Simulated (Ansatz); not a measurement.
In doubt: masses and optical values from hybrid runs of this build are listed as unsure, which bears on the screening that GW takes from such a start.

Rows from a G0W0 calculation on SnH5CN2Cl3 (Amm2) (Ansatz 0.2.0; G0W0 on HSE06, plane waves, PAW; PAW set soft_1; 2×4×4 mesh, 439 empty bands, screening to 100 eV, PAW set soft_1 files), in eV. Spin-orbit coupling is left out.

```
row      Σx     Σc     Vxc     Z
  A  -20.44   2.82  -17.01  0.76
  B   -7.75  -3.27  -11.37  0.81
  C  -19.00   0.79  -17.81  0.79
  D   -6.66  -3.41  -10.42  0.80
  E  -20.62   2.88  -17.13  0.76
  F   -7.51  -3.28  -11.12  0.81
```

Q: Which rows are filled states and which are empty ones, and how can one tell?

Filled: A, C and E. Empty: B, D and F. The sign of Σc tells: for a filled state bare exchange, which holds its interaction with itself, lies below Vxc (Σx − Vxc is -1.2 eV or lower here) and screening gives part back as a positive Σc. For an empty state Σx lies above Vxc (+3.6 eV or more) and the Coulomb hole leaves Σc negative.

[Paths, hosts, dates, memory and timing lines, banners, echoed tables and standing remarks are left out of the program output.]

[Logs are printed without paths, hosts, clocks, repeated set-up lines and the standing remarks that a program may print on its own settings, such as how far it seeks lower states.]

[Runs of the session that timed out or met a known fault of the program may be left out.]

[Cells called generated may have been cut or substituted from an entry of the Crystallography Open Database or the Materials Project.]

[Hosts, paths, dates, database ids (printed as entryN), source tags and the programs' standing remarks are cut or masked in the printed files.]
